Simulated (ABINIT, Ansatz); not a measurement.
# Converging GW for Bi2S2O (P4/nmm) in ABINIT, part 2 of 2

Wanted: a converged G0W0 gap of Bi2S2O (P4/nmm), or an estimate of the limit.

ABINIT 10.8.3; PBEsol and many-body steps on it, plane waves. Known limits of the many-body steps: not at the basis limit; no spin-orbit coupling; coarse k mesh.

So far. Step 3 (Screening, 4×4×1 mesh, 108 bands, screening to 62.6 eV): Local fields lower ε∞ by 7 %. On a Γ-centred mesh this coarse the value itself is usually too large, while a short band sum pulls it down. Step 4 (108 bands, 62.6 eV): The gap on the mesh goes from 0.95 eV to 1.27 eV, a correction of +0.33 eV.

**6. 209 bands, 114.3 eV**

This step: G0W0 on PBEsol, plane waves, norm-conserving pseudopotentials.

run.abi reads:

```
acell 3*1.0 Angstrom
rprim 
  3.954101390000 0.000000000000 0.000000000000
  0.000000000000 3.954101390000 0.000000000000
  0.000000000000 0.000000000000 14.050579580000
ntypat 3
znucl 83 16 8
natom 10
typat 1 1 1 1 2 2 2 2 3 3
xred 
  0.000000000000 0.500000000000 0.866495830000
  0.500000000000 0.000000000000 0.133504170000
  0.500000000000 0.000000000000 0.589093140000
  0.000000000000 0.500000000000 0.410906860000
  0.500000000000 0.000000000000 0.894313410000
  0.000000000000 0.500000000000 0.105686590000
  0.000000000000 0.500000000000 0.687487520000
  0.500000000000 0.000000000000 0.312512480000
  0.000000000000 0.000000000000 0.500000000000
  0.500000000000 0.500000000000 0.500000000000
pp_dirpath "pseudos"
pseudos "Bi.upf, S.upf, O.upf"
ecut 42
ngkpt 4 4 1
nshiftk 1
shiftk 0 0 0
kptopt 1
chksymbreak 0
istwfk *1
occopt 1
irdwfk 1
optdriver 4
nband 209
gwcalctyp 0
ecutsigx 42
symsigma 1
nkptgw 2
kptgw 
  0.5000000000 0.0000000000 0.0000000000
  0.0000000000 0.0000000000 0.0000000000
bdgw 
  63 66
  63 66
ecuteps 4.2
irdscr 1
ppmodel 1
indata_prefix "in"
outdata_prefix "out"
tmpdata_prefix "tmp"
```

Launch:

```sh
$ OMP_NUM_THREADS=1 mpirun -n 8 abinit run.abi > log
```

Numbers of over 12 decimals in the logs are rounded to 6 here.

What it wrote:

```text
.Version 10.8.3 of ABINIT. v10.8.2 released Aug 2026.

 Symmetries : space group P4/n m m (#129); Bravais tP (primitive tetrag.)
[... echo of the input left out ...]
== DATASET  1 ==================================================================
-   mpi_nproc: 8, omp_nthreads: 1 (-1 if OMP is not activated)

--- !DatasetInfo
iteration_state: {dtset: 1, }
dimensions: {natom: 10, nkpt: 6, mband: 209, nsppol: 1, nspinor: 1, nspden: 1, mpw: 19392, }
cutoff_energies: {ecut:  42.0, pawecutdg:  -1.0, }
electrons: {nelect:   1.28000000E+02, charge:   0.00000000E+00, occopt:   1.00000000E+00, tsmear:   1.00000000E-02, }

 SIGMA: Calculation of the GW corrections

 Based on a program developped by R.W. Godby, V. Olevano, G. Onida, and L. Reining.
 Incorporated in ABINIT by V. Olevano, G.-M. Rignanese, and M. Torrent.
.Using double precision arithmetic ; gwpc =  8

[... cell and pseudopotentials left out ...]
--------------------------------------------------------------------------------

 ==== K-mesh for the wavefunctions ====
 Number of points in the irreducible wedge :     6
[... list of points left out ...]
 Together with 16 symmetry operations and time-reversal symmetry
 yields    16 points in the full Brillouin Zone.

 ==== Q-mesh for screening function ====
 Number of points in the irreducible wedge :     6
[... list of points left out ...]
 Together with 16 symmetry operations and time-reversal symmetry
 yields    16 points in the full Brillouin Zone.

 vcoul_init : cutoff-mode = AUXILIARY_FUNCTION
 q-points for optical limit:   1
     1)      0.000010    0.000020    0.000030
 setmesh: FFT mesh size selected  =    48x   48x  160
          total number of points  =       368640

 Number of electrons calculated from density =  128.0000; Expected =  128.0000
[...]
number of omega for Sigma on real axis              0
 max omega for Sigma on real axis  [eV]           0.00
 zcut for avoiding poles [eV]                     0.10

 EPSILON^-1 parameters (SCR file):
 dimension of the eps^-1 matrix on file            613
 dimension of the eps^-1 matrix used               613
 number of plane-waves for wavefunctions         19313
 number of bands                                   209
 number of q-points in IBZ                           6
 number of frequencies                               2
 number of real frequencies                          1
 number of imag frequencies                          1

 matrix elements of self-energy operator (all in [eV])

 Perturbative Calculation

--- !SelfEnergy_ee
iteration_state: {dtset: 1, }
kpoint     : [   0.500,    0.000,    0.000, ]
spin       : 1
KS_gap     :    0.945
QP_gap     :    1.283
Delta_QP_KS:    0.338
data: !SigmaeeData |
     Band     E0 <VxcDFT>   SigX SigC(E0)      Z dSigC/dE  Sig(E)    E-E0       E
       63   6.641 -13.850 -15.211   1.535   0.787  -0.270 -13.713   0.137   6.778
       64   6.641 -13.850 -15.211   1.535   0.787  -0.270 -13.713   0.137   6.778
       65   7.586 -12.478  -9.410  -2.476   0.801  -0.249 -12.003   0.475   8.061
[...]
--- !SelfEnergy_ee
iteration_state: {dtset: 1, }
kpoint     : [   0.000,    0.000,    0.000, ]
spin       : 1
KS_gap     :    2.153
QP_gap     :    2.931
Delta_QP_KS:    0.777
data: !SigmaeeData |
     Band     E0 <VxcDFT>   SigX SigC(E0)      Z dSigC/dE  Sig(E)    E-E0       E
[...]
65   8.043 -12.015  -8.200  -3.061   0.813  -0.230 -11.402   0.613   8.656
       66   8.788 -12.086  -8.078  -3.171   0.811  -0.234 -11.407   0.679   9.467

== END DATASET(S) ==============================================================
================================================================================

 -outvars: echo values of variables after computation  --------
           etotal      0.0000000000E+00
            nband         209
             nkpt           6
          spgroup         129
 [... the other variables as echoed above ...]

 Calculation completed.
```

Elapsed: 30 s, on 8 MPI ranks of AMD EPYC 9R45, shared host; peak memory 5.6 GiB.

This step gave:

* G0W0 gap on the points computed: 1.283 eV
* starting gap on the mesh: 0.9451 eV
* k of the valence top: 0.5, 0, 0
* k of the conduction bottom: 0.5, 0, 0
* Z at the valence top: 0.787
* Z at the conduction bottom: 0.801
* least direct G0W0 gap on the computed points: 1.283 eV

Against G0W0 in ABINIT (4×4×1 mesh, 108 bands, screening to 62.6 eV, Godby-Needs plasmon pole), the gap moves by +0.009 eV.

**7. Screening, 4×4×1 mesh, 420 bands, screening to 176.9 eV**

This step: RPA screening on PBEsol, plane waves, norm-conserving pseudopotentials.

run.abi, as its differences from that of step 6:

```diff
@@ -31,17 +31,8 @@
 irdwfk 1
-optdriver 4
-nband 209
-gwcalctyp 0
-ecutsigx 42
-symsigma 1
-nkptgw 2
-kptgw 
-  0.5000000000 0.0000000000 0.0000000000
-  0.0000000000 0.0000000000 0.0000000000
-bdgw 
-  63 66
-  63 66
-ecuteps 4.2
-irdscr 1
-ppmodel 1
+optdriver 3
+nband 420
+ecuteps 6.5
+inclvkb 2
+awtr 1
+symchi 1
 indata_prefix "in"
```

What it wrote:

```text
.Version 10.8.3 of ABINIT. v10.8.2 released Aug 2026.

 Symmetries : space group P4/n m m (#129); Bravais tP (primitive tetrag.)
[... echo of the input left out ...]
== DATASET  1 ==================================================================
-   mpi_nproc: 8, omp_nthreads: 1 (-1 if OMP is not activated)

--- !DatasetInfo
iteration_state: {dtset: 1, }
dimensions: {natom: 10, nkpt: 6, mband: 420, nsppol: 1, nspinor: 1, nspden: 1, mpw: 19392, }
cutoff_energies: {ecut:  42.0, pawecutdg:  -1.0, }
[...]
--------------------------------------------------------------------------------
[... chi0 elements left out ...]
 For q-point:  0.000010 0.000020 0.000030
  dielectric constant =  24.7452
  dielectric constant without local fields =  26.8010

  Average fulfillment of the sum rule on Im[epsilon] for q-point    1 :     78.81  [%]
[... wings left out ...]
  q-point number  2        q = ( 0.250000, 0.000000, 0.000000) [r.l.u.]
--------------------------------------------------------------------------------
[... chi0 elements left out ...]
  Average fulfillment of the sum rule on Im[epsilon] for q-point    2 :     79.57  [%]

 [... 4 further q-points ...]
```

The job ended after 19 min (8 MPI ranks; peak memory 13 GiB; 2.6 h of CPU time).

Numbers from this step:

```
ε∞ with local fields, on this mesh, along the program's q direction : 24.75
the same without local fields                                       : 26.80
plasma frequency                                                    : 28.34 eV
plane waves in the screening matrix                                 : 1203
```

**8. 420 bands, 176.9 eV**

This step: G0W0 on PBEsol, plane waves, norm-conserving pseudopotentials.

run.abi, as its differences from that of step 7:

```diff
@@ -31,8 +31,17 @@
 irdwfk 1
-optdriver 3
+optdriver 4
 nband 420
+gwcalctyp 0
+ecutsigx 42
+symsigma 1
+nkptgw 2
+kptgw 
+  0.5000000000 0.0000000000 0.0000000000
+  0.0000000000 0.0000000000 0.0000000000
+bdgw 
+  63 66
+  63 66
 ecuteps 6.5
-inclvkb 2
-awtr 1
-symchi 1
+irdscr 1
+ppmodel 1
 indata_prefix "in"
```

What it wrote:

```text
.Version 10.8.3 of ABINIT. v10.8.2 released Aug 2026.

 Symmetries : space group P4/n m m (#129); Bravais tP (primitive tetrag.)
[... echo of the input left out ...]
== DATASET  1 ==================================================================
-   mpi_nproc: 8, omp_nthreads: 1 (-1 if OMP is not activated)

--- !DatasetInfo
iteration_state: {dtset: 1, }
dimensions: {natom: 10, nkpt: 6, mband: 420, nsppol: 1, nspinor: 1, nspden: 1, mpw: 19392, }
cutoff_energies: {ecut:  42.0, pawecutdg:  -1.0, }
[...]
Band     E0 <VxcDFT>   SigX SigC(E0)      Z dSigC/dE  Sig(E)    E-E0       E
[...]
65   8.043 -12.015  -8.200  -3.422   0.810  -0.235 -11.697   0.318   8.361
       66   8.788 -12.086  -8.078  -3.596   0.808  -0.238 -11.753   0.333   9.121

== END DATASET(S) ==============================================================
================================================================================

 -outvars: echo values of variables after computation  --------
           etotal      0.0000000000E+00
            nband         420
             nkpt           6
          spgroup         129
 [... the other variables as echoed above ...]

 Calculation completed.
```

The job ended after 2.5 min (8 MPI ranks; peak memory 11 GiB; 20 min of CPU time).

Numbers from this step:

| Item | Value |
| --- | --- |
| G0W0 gap on the points computed | 1.325 eV |
| starting gap on the mesh | 0.9451 eV |
| k of the valence top | 0.5, 0, 0 |
| k of the conduction bottom | 0.5, 0, 0 |
| least direct G0W0 gap on the computed points | 1.325 eV |

Against G0W0 in ABINIT (4×4×1 mesh, 209 bands, screening to 114.3 eV, Godby-Needs plasmon pole), the gap moves by +0.042 eV.

**9. Side by side**

Times are wall times on 8 MPI ranks of AMD EPYC 9R45, shared host, good to a factor of about two. A run's time includes the screening step that it read.

```
                run   mesh  bands  screening cutoff (eV)  DFT gap (eV)  gap on the mesh (eV)  direct (eV)  ε∞ used     time
 108 bands, 62.6 eV  4×4×1    108                   62.6         0.945                 1.274        1.274    24.74     81 s
209 bands, 114.3 eV  4×4×1    209                  114.3         0.945                 1.283        1.283    24.70  4.1 min
420 bands, 176.9 eV  4×4×1    420                  176.9         0.945                 1.325        1.325    24.75   22 min
```

**10. Results**

```json
{
  "108 bands, 62.6 eV": "1.274 eV",
  "209 bands, 114.3 eV": "1.283 eV",
  "420 bands, 176.9 eV": "1.325 eV",
  "known limits": "not at the basis limit; no spin-orbit coupling; coarse k mesh"
}
```

In words: From the first rung to the last the gap moves by +0.05 eV for 16 times the time. The steps are not yet shrinking, so no limit is drawn. In the G0W0 runs levels were corrected at 2 k points alone, so a gap called «on the mesh» is the least over those, and an edge elsewhere would be missed. The 4×4×1 mesh is coarse for this cell, which bears on the long-range parts of exchange and screening. Where an edge is built on 6p states of lead, bismuth or thallium, scalar-relativistic gaps usually stand too wide, by a few tenths to over one eV. The many-body steps are scalar-relativistic: spin-orbit coupling is not in them.

[Paths, hosts, dates, memory and timing lines, banners, echoed tables and standing remarks are left out of the program output.]

[Logs are printed without paths, hosts, clocks, repeated set-up lines and the standing remarks that a program may print on its own settings, such as how far it seeks lower states.]

[Runs of the session that timed out or met a known fault of the program may be left out.]

[Hosts, paths, dates, database ids (printed as entryN), source tags and the programs' standing remarks are cut or masked in the printed files.]

[G0W0 gaps are taken among the corrected bands and points alone; a level outside them can change the order at an edge.]

[Where Ansatz stands beside ABINIT at settings called matched, ABINIT's density can come from a denser mesh and the files from another edition; pairs whose starting gaps differed by over 0.03 eV were left out, so agreement reads better than it is.]
